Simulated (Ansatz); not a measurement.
# Core levels in a random alloy: Mg3Mo (Mo on 25 % of the Mg sites, one arrangement)

What do XPS lines of Mg3Mo (Mo on 25 % of the Mg sites, one arrangement) look like, site by site?

Program: Ansatz 0.2.0. Level of theory: DFT, PBE, plane-wave PAW, default files, scalar-relativistic. Results are calculated unless marked as measured.

### Step 1. The starting structure

Symmetry: Cm, No. 8, monoclinic system. Conventional cell: a = 10.757 Å, b = 10.105 Å, c = 8.216 Å, α = 90.00°, β = 130.89°, γ = 90.00°. Mg has 10 Mg at 3.10 to 3.11 Å and 2 Mo at 3.11 Å nearest. Nearest to Mg lie 10 Mg at 3.10 to 3.11 Å and 2 Mo at 3.11 Å. Nearest to Mg lie 3 Mo at 3.10 to 3.11 Å and 9 Mg at 3.10 to 3.11 Å. Nearest to Mo lie 3 Mo at 3.10 to 3.11 Å and 9 Mg at 3.10 to 3.11 Å. Mg has 9 Mg at 3.10 to 3.11 Å and 3 Mo at 3.10 to 3.11 Å nearest. Mo has 9 Mg at 3.10 to 3.11 Å and 3 Mo at 3.10 to 3.11 Å nearest. It derives from Mg. How the cell was made: random alloy; site: Mg; solute: Mo; fraction 0.25; sites picked by the rule 'random', which a small cell need not show; lattice typed at the start. Farther neighbours are not listed.

### Step 2. Relaxation

Atoms near a foreign or missing neighbour move off the ideal sites, so they are relaxed first.

input.yaml

```yaml
crystal:
  lattice:
    - [-4.6580042322, 2.6892999973, 5.0522553741]
    - [-4.6580042322, 2.6892999973, -5.0522553741]
    - [-3.1053361548, -5.3785999947, 5.0522553741]
  atoms:
    - { symbol: Mg, position: [0.875, 0.625, 0.75] }
    - { symbol: Mg, position: [0.375, 0.125, 0.75] }
    - { symbol: Mg, position: [0.25, 0.75, 0.5] }
    - { symbol: Mo, position: [0.75, 0.25, 0.5] }
    - { symbol: Mg, position: [0.625, 0.875, 0.25] }
    - { symbol: Mo, position: [0.125, 0.375, 0.25] }
    - { symbol: Mg, position: [0.5, 0.5, 0.0] }
    - { symbol: Mg, position: [0.0, 0.0, 0.0] }
    - { symbol: Mg, position: [0.3333333333, 0.3333333333, 0.5] }
    - { symbol: Mg, position: [0.8333333333, 0.8333333333, 0.5] }
    - { symbol: Mo, position: [0.7083333333, 0.4583333333, 0.25] }
    - { symbol: Mo, position: [0.2083333333, 0.9583333333, 0.25] }
    - { symbol: Mg, position: [0.0833333333, 0.5833333333, 0.0] }
    - { symbol: Mg, position: [0.5833333333, 0.0833333333, 0.0] }
    - { symbol: Mg, position: [0.9583333333, 0.2083333333, 0.75] }
    - { symbol: Mg, position: [0.4583333333, 0.7083333333, 0.75] }
kpoints:
  mp_grid: { grid: [4, 4, 4] }
scf:
  occupations: { method: fermi_dirac, width: 0.08 }
  n_extra_bands: 16
hamiltonian:
  xc: pbe
  pseudopotentials: { kind: paw }
output:
  forces: true
relax:
  f_tol: 0.04
  max_steps: 35
```

The run is started by

```
$ ansatz run input.yaml --threads 4 --pin off --max-ram 14336MiB --backend cpu --events-out ev --progress --plain --runs-dir out
```

Numbers of over 12 decimals in the logs are rounded to 6 here.

Log:

```text
scf.n_extra_bands = 16 over 88 filled bands (N_el = 176.0): the run solves 104 bands
Engine: ansatz 0.2.0, aarch64-unknown-linux-gnu
Pseudopotentials: kind: paw
Pseudopotential: Mg, paw, valence charge 10, recommended cutoff 420 eV (normal), Mg.paw.azcp
Pseudopotential: Mo, paw, valence charge 14, recommended cutoff 420 eV (normal), Mo.paw.azcp
Functional definition: PBE
  parameter kappa = 0.804
  parameter beta = 0.066725
  exchange = pbe_x(kappa = kappa, mu = beta*pi^2/3)
  correlation = pbe_c(beta = beta)
Crystal: 16 atoms, lattice volume = 337.538 Å³
Basis set: ecut = 420 eV, 6617 PW (Γ), exchange–correlation on 100×100×108 points (8 copies of the dense FFT grid, shifted against one another)
Bands: 104, of which v1, the nominal top of the filled ones, is band 88 counted from 1 (87 counted from 0)
Symmetry: 2 space group operations
Space group: Cm (ITA 8), of the structure as read, at distance tolerance 7.0e-5 Å
k-points: 24 of 64 (time reversal used)
Non-local potential: Mg, projectors of the file, l = 0: 3, l = 1: 2, l = 2: 1
Non-local potential: Mo, projectors of the file, l = 0: 3, l = 1: 2, l = 2: 2, l = 3: 1
PAW form: soft (Blöchl's): semilocal exchange-correlation on the pseudo side does not see the compensation charge
PAW one-centre angular grid: Mg, 110 points (default); XC on 64 Gauss nodes
PAW one-centre angular grid: Mo, 590 points (default); XC on 64 Gauss nodes
Initial density: superposition of atomic densities (neutral atoms: chi_scale 0, normalization atom), corrected by the library's trained network
Initial wavefunctions: pseudopotential atomic-orbital guess
Functional: x = pbe(κ = 0.804, μ = 0.219515), c = pbe(β = 0.066725)
SCF iter   1: F=—  HF=-42903.102272 eV  |F-HF|=—  |Δ(HF+E_count)|=         —  Δρ=4.96e-3  dr2=1.39e-1  ethr=1.77e-3  ⟨swp⟩=5.9  Hψ=9570  notcnv=0  defer=1
preconditioner: auto → Kerker (q_TF=auto, 2.448 Å⁻¹)  [metal: Δε(μ)=0.008 eV  Ē_g=3.492 eV  σ=0.080 eV  W_gap=0.02  n_scr=78 (ndim 8)  ℏωp=14.0 eV  f_vac=0.000  D(μ)=15.09/eV (n_scr^D=136)]
SCF iter   2: F=—  HF=-42903.086480 eV  |F-HF|=—  |Δ(HF+E_count)|=   1.58e-2  Δρ=2.41e-3  dr2=3.91e-2  ethr=7.90e-5  ⟨swp⟩=1.4  Hψ=2988  notcnv=0  defer=2
SCF iter   3: F=—  HF=-42903.081813 eV  |F-HF|=—  |Δ(HF+E_count)|=   4.67e-3  Δρ=5.11e-4  dr2=2.21e-3  ethr=2.22e-5  ⟨swp⟩=2.0  Hψ=2688  notcnv=0  defer=2
SCF iter   4: F=—  HF=-42903.081404 eV  |F-HF|=—  |Δ(HF+E_count)|=   4.09e-4  Δρ=1.24e-4  dr2=9.61e-5  ethr=1.25e-6  ⟨swp⟩=2.0  Hψ=3062  notcnv=0  defer=2
iter 5 did not close the SCF: its close was put off for the readings that it lacked (scf_convergence_deferred on its scf_iter line)
SCF iter   5: F=-42903.081377 eV  HF=-42903.081381 eV  |F-HF|=3.99e-6  |Δ(HF+E_count)|=   2.26e-5  Δρ=3.24e-5  dr2=6.37e-6  ethr=5.46e-8  ⟨swp⟩=2.0  Hψ=3266  notcnv=0  defer=2
SCF iter   6: F=-42903.081380 eV  HF=-42903.081380 eV  |F-HF|=1.34e-7  |Δ(HF+E_count)|=   9.88e-7  Δρ=8.62e-6  dr2=2.92e-7  ethr=3.62e-9  ⟨swp⟩=2.0  Hψ=7075  notcnv=0
SCF 1 converged in 6 iterations: F = -42903.081380 eV  dr2 = 2.92e-7
  greatest PAW one-centre occupation: 1.000 electrons in one spin orbital (limit 2), on the Mg atom at site 2 (counted from 0), in its partial waves of l = 0
relax step   1: F+E_penalty+E_count = -42903.08138025 eV  Δ(F+E_penalty+E_count) = +0.000e0 eV  max|allowed force component| = 2.441e0 eV/Å  Δτ_max = 0.0000 Å  (6 SCF iters, dr2 threshold 4.00e-5 eV, accepted)
Initial density: handed on by an earlier stage of this run
Initial wavefunctions: those handed on with the density
iter 1 solved again at ethr=3.15e-4 eV; its pass at ethr=3.10e-3 eV (dr2=5.55e-1 eV) is discarded
SCF iter   1: F=—  HF=-42904.952765 eV  |F-HF|=—  |Δ(HF+E_count)|=         —  Δρ=1.33e-2  dr2=5.55e-1  ethr=3.15e-4  ⟨swp⟩=1.0  Hψ=9035  notcnv=0  defer=11
preconditioner: auto → Kerker (q_TF=auto, 2.448 Å⁻¹)  [metal: Δε(μ)=0.003 eV  Ē_g=3.678 eV  σ=0.080 eV  W_gap=0.01  n_scr=78 (ndim 8)  ℏωp=14.0 eV  f_vac=0.000  D(μ)=13.41/eV (n_scr^D=120)]
SCF iter   2: F=—  HF=-42904.863737 eV  |F-HF|=—  |Δ(HF+E_count)|=   8.90e-2  Δρ=7.58e-3  dr2=1.72e-1  ethr=3.15e-4  ⟨swp⟩=2.0  Hψ=2713  notcnv=0  defer=11
SCF iter   3: F=—  HF=-42904.835773 eV  |F-HF|=—  |Δ(HF+E_count)|=   2.80e-2  Δρ=1.02e-3  dr2=8.26e-3  ethr=9.77e-5  ⟨swp⟩=2.0  Hψ=3707  notcnv=0  defer=11
SCF iter   4: F=—  HF=-42904.834817 eV  |F-HF|=—  |Δ(HF+E_count)|=   9.56e-4  Δρ=2.45e-4  dr2=4.77e-4  ethr=4.69e-6  ⟨swp⟩=2.0  Hψ=2973  notcnv=0  defer=17
iter 5 did not close the SCF: its close was put off for the readings that it lacked (scf_convergence_deferred on its scf_iter line)
SCF iter   5: F=-42904.834705 eV  HF=-42904.834721 eV  |F-HF|=1.58e-5  |Δ(HF+E_count)|=   9.63e-5  Δρ=6.91e-5  dr2=2.79e-5  ethr=2.71e-7  ⟨swp⟩=2.0  Hψ=3357  notcnv=0  defer=17
SCF iter   6: F=-42904.834714 eV  HF=-42904.834715 eV  |F-HF|=1.52e-6  |Δ(HF+E_count)|=   5.62e-6  Δρ=2.45e-5  dr2=2.59e-6  ethr=1.59e-8  ⟨swp⟩=2.0  Hψ=7340  notcnv=0
SCF 2 converged in 6 iterations: F = -42904.834714 eV  dr2 = 2.59e-6
  greatest PAW one-centre occupation: 1.000 electrons in one spin orbital (limit 2), on the Mg atom at site 7 (counted from 0), in its partial waves of l = 0
relax step   2: F+E_penalty+E_count = -42904.83471374 eV  Δ(F+E_penalty+E_count) = -1.753e0 eV  max|allowed force component| = 1.713e0 eV/Å  Δτ_max = 0.1957 Å  (6 SCF iters, dr2 threshold 1.00e-4 eV, accepted)
SCF iter   1: F=—  HF=-42905.620434 eV  |F-HF|=—  |Δ(HF+E_count)|=         —  Δρ=1.42e-2  dr2=4.96e-1  ethr=2.73e-3  ⟨swp⟩=5.1  Hψ=5959  notcnv=0  defer=10
preconditioner: auto → Kerker (q_TF=auto, 2.448 Å⁻¹)  [metal: Δε(μ)=0.016 eV  Ē_g=3.926 eV  σ=0.080 eV  W_gap=0.05  n_scr=78 (ndim 8)  ℏωp=14.0 eV  f_vac=0.000  D(μ)=11.99/eV (n_scr^D=88)]
SCF iter   2: F=—  HF=-42905.540530 eV  |F-HF|=—  |Δ(HF+E_count)|=   7.99e-2  Δρ=8.09e-3  dr2=1.52e-1  ethr=2.82e-4  ⟨swp⟩=2.0  Hψ=3477  notcnv=0  defer=16
SCF iter   3: F=—  HF=-42905.517605 eV  |F-HF|=—  |Δ(HF+E_count)|=   2.29e-2  Δρ=1.08e-3  dr2=6.64e-3  ethr=8.64e-5  ⟨swp⟩=2.0  Hψ=3703  notcnv=0  defer=16
SCF iter   4: F=—  HF=-42905.517052 eV  |F-HF|=—  |Δ(HF+E_count)|=   5.53e-4  Δρ=2.89e-4  dr2=5.47e-4  ethr=3.77e-6  ⟨swp⟩=2.0  Hψ=2962  notcnv=0  defer=16
SCF iter   5: F=—  HF=-42905.516945 eV  |F-HF|=—  |Δ(HF+E_count)|=   1.07e-4  Δρ=7.79e-5  dr2=3.79e-5  ethr=3.11e-7  ⟨swp⟩=2.0  Hψ=3358  notcnv=0  defer=16
SCF iter   6: F=-42905.516936 eV  HF=-42905.516938 eV  |F-HF|=1.45e-6  |Δ(HF+E_count)|=   7.31e-6  Δρ=2.33e-5  dr2=2.67e-6  ethr=2.16e-8  ⟨swp⟩=3.2  Hψ=6880  notcnv=0
SCF 3 converged in 6 iterations: F = -42905.516936 eV  dr2 = 2.67e-6
relax step   3: F+E_penalty+E_count = -42905.51693634 eV  Δ(F+E_penalty+E_count) = -6.822e-1 eV  max|allowed force component| = 8.563e-1 eV/Å  Δτ_max = 0.1944 Å  (6 SCF iters, dr2 threshold 1.00e-4 eV, accepted)
[... from here on, the SCF cycles and remarks between the steps are left out ...]
relax step   4: F+E_penalty+E_count = -42905.68411232 eV  Δ(F+E_penalty+E_count) = -1.672e-1 eV  max|allowed force component| = 5.992e-1 eV/Å  Δτ_max = 0.1178 Å  (6 SCF iters, dr2 threshold 1.00e-4 eV, accepted)
relax step   5: F+E_penalty+E_count = -42905.74397017 eV  Δ(F+E_penalty+E_count) = -5.986e-2 eV  max|allowed force component| = 4.409e-1 eV/Å  Δτ_max = 0.2000 Å  (6 SCF iters, dr2 threshold 8.97e-5 eV, accepted)
relax step   6: F+E_penalty+E_count = -42905.87048901 eV  Δ(F+E_penalty+E_count) = -1.265e-1 eV  max|allowed force component| = 2.247e-1 eV/Å  Δτ_max = 0.1349 Å  (6 SCF iters, dr2 threshold 9.52e-5 eV, accepted)
relax step   7: F+E_penalty+E_count = -42905.91167191 eV  Δ(F+E_penalty+E_count) = -4.118e-2 eV  max|allowed force component| = 1.182e-1 eV/Å  Δτ_max = 0.0528 Å  (6 SCF iters, dr2 threshold 1.31e-5 eV, accepted)
relax step   8: F+E_penalty+E_count = -42905.91085255 eV  Δ(F+E_penalty+E_count) = +8.194e-4 eV  max|allowed force component| = 3.088e-1 eV/Å  Δτ_max = 0.2000 Å  (6 SCF iters, dr2 threshold 3.63e-6 eV, rejected (line search))
relax step   9: F+E_penalty+E_count = -42905.93160288 eV  Δ(F+E_penalty+E_count) = -1.993e-2 eV  max|allowed force component| = 1.916e-1 eV/Å  Δτ_max = 0.1000 Å  (7 SCF iters, accepted)
relax step  10: F+E_penalty+E_count = -42905.93724942 eV  Δ(F+E_penalty+E_count) = -5.647e-3 eV  max|allowed force component| = 7.101e-2 eV/Å  Δτ_max = 0.0274 Å  (6 SCF iters, dr2 threshold 1.02e-5 eV, accepted)
SCF iter   1: F=—  HF=-42905.938852 eV  |F-HF|=—  |Δ(HF+E_count)|=         —  Δρ=8.16e-4  dr2=3.38e-3  ethr=1.34e-5  ⟨swp⟩=2.9  Hψ=4117  notcnv=0  defer=19
preconditioner: auto → Kerker (q_TF=auto, 2.448 Å⁻¹)  [metal: Δε(μ)=0.007 eV  Ē_g=4.010 eV  σ=0.080 eV  W_gap=0.02  n_scr=78 (ndim 8)  ℏωp=14.0 eV  f_vac=0.000  D(μ)=10.58/eV (n_scr^D=70)]
SCF iter   2: F=—  HF=-42905.938540 eV  |F-HF|=—  |Δ(HF+E_count)|=   3.12e-4  Δρ=4.64e-4  dr2=1.03e-3  ethr=1.92e-6  ⟨swp⟩=1.0  Hψ=2880  notcnv=0  defer=19
SCF iter   3: F=—  HF=-42905.938394 eV  |F-HF|=—  |Δ(HF+E_count)|=   1.46e-4  Δρ=5.78e-5  dr2=1.90e-5  ethr=5.82e-7  ⟨swp⟩=2.0  Hψ=2953  notcnv=0  defer=19
SCF iter   4: F=—  HF=-42905.938264 eV  |F-HF|=—  |Δ(HF+E_count)|=   1.30e-4  Δρ=1.83e-5  dr2=2.37e-6  ethr=1.08e-8  ⟨swp⟩=2.0  Hψ=3242  notcnv=0  defer=19
SCF iter   5: F=—  HF=-42905.938264 eV  |F-HF|=—  |Δ(HF+E_count)|=   4.04e-7  Δρ=4.50e-6  dr2=1.53e-7  ethr=1.34e-9  ⟨swp⟩=2.0  Hψ=3047  notcnv=0  defer=19
SCF iter   6: F=-42905.938264 eV  HF=-42905.938264 eV  |F-HF|=6.64e-9  |Δ(HF+E_count)|=   2.81e-8  Δρ=1.28e-6  dr2=1.03e-8  ethr=5.68e-11  ⟨swp⟩=4.0  Hψ=7745  notcnv=0
SCF 11 converged in 6 iterations: F = -42905.938264 eV  dr2 = 1.03e-8
relax step  11: F+E_penalty+E_count = -42905.93826364 eV  Δ(F+E_penalty+E_count) = -1.014e-3 eV  max|allowed force component| = 5.873e-3 eV/Å  Δτ_max = 0.0097 Å  (6 SCF iters, accepted)
SCF converged after 6 iterations
Free energy (F): -42905.938264 eV
Harris-Foulkes:  -42905.938264 eV  (|F-HF|=6.64e-9)
Internal energy: -42905.714547 eV  (E = F + TS)
E sigma→0 (E₀):  -42905.826405 eV
Entropy (-TS):   -0.223717 eV (-13.982 meV/atom)
Fermi energy:    8.228924 eV
--- Per-component energies (eV) ---
  E_band       = -4846.431988
  E_kinetic    = 2658.152251
  E_local      = -24455.809694  (includes V_loc(G=0)·N_el)
  E_nonlocal   = 1726.537485
  E_hartree    = 8743.616593
  E_xc         = -1070.754784
  E_vxc        = -1350.096936  (∫ρ·V_xc dr)
  E_paw        = -16314.870223  (= ΣΔE_a)
  E_vpaw       = -912.449808  (= ΣTr[D̂ρ^β])
  E_aug_tail   = 0.000138  (compensation charges beyond the density's cutoff)
  E_ewald      = -14192.586313
  E_smearing   = -0.223717  (= −TS)
  E_closure    = -0.000000  (closes the sum)
  Σ components = -42905.938264   (vs F -42905.938264, Δ=0.00e0)
--- Forces (eV/Å), atoms counted from 1 ---
  atom   1  Mg     0.00436381     0.00022804     0.00000000
  atom   2  Mg     0.00522234    -0.00085042    -0.00000000
  atom   3  Mg     0.00028146     0.00247527    -0.00000000
  atom   4  Mo    -0.00466744     0.00073993     0.00000000
  atom   5  Mg     0.00172815    -0.00542939    -0.00000000
  atom   6  Mo    -0.00438947    -0.00187433    -0.00000000
  atom   7  Mg    -0.00288560    -0.00118131    -0.00000000
  atom   8  Mg    -0.00405045     0.00587350     0.00000000
  atom   9  Mg     0.00068890     0.00083030     0.00073923
  atom  10  Mg     0.00068890     0.00083030    -0.00073923
  atom  11  Mo     0.00351655     0.00082502    -0.00031318
  atom  12  Mo     0.00351655     0.00082502     0.00031318
  atom  13  Mg     0.00205936    -0.00222747     0.00289913
  atom  14  Mg     0.00205936    -0.00222747    -0.00289913
  atom  15  Mg    -0.00406060     0.00058599     0.00242898
  atom  16  Mg    -0.00406060     0.00058599    -0.00242898
  max |Σ_I F_I| component: 1.12e-5 eV/Å
--- Relaxed structure (11 steps of the walk, 10 accepted, 0 SCFs on fresh bases) ---
  F+E_penalty+E_count = -42905.93826364 eV   max|allowed force component| = 5.873e-3 eV/Å
  atoms:
    - { symbol: Mg, position: [0.886850, 0.583785, 0.696935] }
    - { symbol: Mg, position: [0.383270, 0.132199, 0.748929] }
    - { symbol: Mg, position: [0.258461, 0.726257, 0.467797] }
    - { symbol: Mo, position: [0.765130, 0.227548, 0.462418] }
    - { symbol: Mg, position: [0.616030, 0.870222, 0.254192] }
    - { symbol: Mo, position: [0.120085, 0.345605, 0.225520] }
    - { symbol: Mg, position: [0.504614, 0.493382, -0.011231] }
    - { symbol: Mg, position: [-0.00148114, -0.00920772, -0.00772658] }
    - { symbol: Mg, position: [0.344614, 0.335604, 0.496912] }
    - { symbol: Mg, position: [0.838691, 0.841526, 0.496912] }
    - { symbol: Mo, position: [0.755217, 0.438211, 0.292988] }
    - { symbol: Mo, position: [0.145223, 1.048206, 0.292988] }
    - { symbol: Mg, position: [0.075789, 0.598528, 0.026855] }
    - { symbol: Mg, position: [0.571673, 0.102644, 0.026855] }
    - { symbol: Mg, position: [0.950782, 0.216547, 0.764828] }
    - { symbol: Mg, position: [0.451719, 0.715610, 0.764828] }
```

The job ended after 2.6 min (4 threads of Arm Neoverse V1, shared host; peak memory 1.3 GiB; 10 min of CPU time).

Step by step:

```tsv
step	energy less that of the first step (eV)	largest force component (eV/Å)
1	0.0000	2.4410
2	-1.7533	1.7134
3	-2.4356	0.8563
4	-2.6027	0.5992
5	-2.6626	0.4409
6	-2.7891	0.2247
7	-2.8303	0.1182
8	-2.8295	0.3088
9	-2.8502	0.1916
10	-2.8559	0.0710
11	-2.8569	0.0059
```

Relaxation step 8 was tried and not accepted.

Forces are held to the 2 operations that the run works with; a distortion that breaks them can't arise in this run.

The atoms that moved most (Å):

```tsv
atom	dx	dy	dz	length
Mo12	-0.258	-0.159	-0.556	0.633
Mo11	-0.258	-0.159	0.556	0.633
Mg1	0.302	0.206	0.000	0.365
Mo6	0.236	0.039	0.000	0.239
Mo4	0.151	0.182	0.000	0.237
Mg3	0.171	0.132	0.000	0.216
Mg14	-0.119	-0.124	-0.021	0.173
Mg13	-0.119	-0.124	0.021	0.173
```

The relaxed structure:

```cif
data_structure
_symmetry_space_group_name_H-M 'P 1'
_symmetry_Int_Tables_number 1
_cell_length_a 7.3793
_cell_length_b 7.3793
_cell_length_c 8.0061
_cell_angle_alpha 115.598
_cell_angle_beta 64.402
_cell_angle_gamma 86.416
_cell_volume 337.54
loop_
_atom_site_label
_atom_site_type_symbol
_atom_site_fract_x
_atom_site_fract_y
_atom_site_fract_z
_atom_site_occupancy
Mg1 Mg 0.88685 0.58379 0.69694 1
Mg2 Mg 0.38327 0.13220 0.74893 1
Mg3 Mg 0.25846 0.72626 0.46780 1
Mo4 Mo 0.76513 0.22755 0.46242 1
Mg5 Mg 0.61603 0.87022 0.25419 1
Mo6 Mo 0.12008 0.34560 0.22552 1
Mg7 Mg 0.50461 0.49338 0.98877 1
Mg8 Mg 0.99852 0.99079 0.99227 1
Mg9 Mg 0.34461 0.33560 0.49691 1
Mg10 Mg 0.83869 0.84153 0.49691 1
Mo11 Mo 0.75522 0.43821 0.29299 1
Mo12 Mo 0.14522 0.04821 0.29299 1
Mg13 Mg 0.07579 0.59853 0.02686 1
Mg14 Mg 0.57167 0.10264 0.02686 1
Mg15 Mg 0.95078 0.21655 0.76483 1
Mg16 Mg 0.45172 0.71561 0.76483 1
```

Numbers from this step:

```
free energy             : -42905.9383 eV
energy at zero smearing : -42905.8264 eV
smearing term TS        : 0.2237 eV
Fermi energy            : 8.229 eV
symmetry operations     : 2
```

The relaxation ends 179 meV an atom lower, with a largest force component of 0.0059 eV/Å.

[end of part 1 of 3]

[Logs are printed without paths, hosts, clocks, repeated set-up lines and the standing remarks that a program may print on its own settings, such as how far it seeks lower states.]

[Hosts, paths, dates, database ids (printed as entryN), source tags and the programs' standing remarks are cut or masked in the printed files.]

[Maps of the electrostatic potential energy from Ansatz leave out the sawtooth potential of an applied field or a dipole correction, so their vacuum need not be flat; work functions include it.]
